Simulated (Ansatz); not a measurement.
In doubt: masses and optical values from hybrid runs of this build are listed as unsure (in some of the runs), which bears on the screening that GW takes from such a start.

Consider TiO2 (Anatase).

```xyz
6
Lattice="-1.8921 1.8921 4.7573 1.8921 -1.8921 4.7573 1.8921 1.8921 -4.7573" Properties=species:S:1:pos:R:3 pbc="T T T"
Ti    0.0000    0.0000    0.0000
Ti    0.0000    1.8921    2.3786
O     0.0000    0.0000    1.9800
O     0.0000    1.8921    4.3586
O     0.0000    1.8921    0.3987
O     0.0000    0.0000    7.5346
```

The cell and positions come from the Crystallography Open Database and are kept as given unless a step says otherwise. PAW set soft_1, made with PBE.

Gaps computed with Ansatz 0.2.0 without a self-energy: HSE06 3.62 eV, r2SCAN 2.51 eV and PBE0 4.36 eV.

**Question.** What gap should G0W0 on HSE06 give (6×6×6 mesh, 539 empty bands, screening to 230 eV, default PAW files)?

About 4.01 eV: on its mesh the run moves the gap from 3.67 eV by +0.39 eV, and the mesh misses the edges by 0.05 eV. Among the scalar-relativistic levels given, PBE0 is nearest (+0.35 eV). Bands and cutoff are finite, so the gap is not at the basis limit. The miss can reach some tenths of an eV and take either sign; the mesh is an error of its own.

[Paths, hosts, dates, memory and timing lines, banners, echoed tables and standing remarks are left out of the program output.]

[Logs are printed without paths, hosts, clocks, repeated set-up lines and the standing remarks that a program may print on its own settings, such as how far it seeks lower states.]

[Runs of the session that timed out or met a known fault of the program may be left out.]

[Cells called generated may have been cut or substituted from an entry of the Crystallography Open Database or the Materials Project.]

[Hosts, paths, dates, database ids (printed as entryN), source tags and the programs' standing remarks are cut or masked in the printed files.]
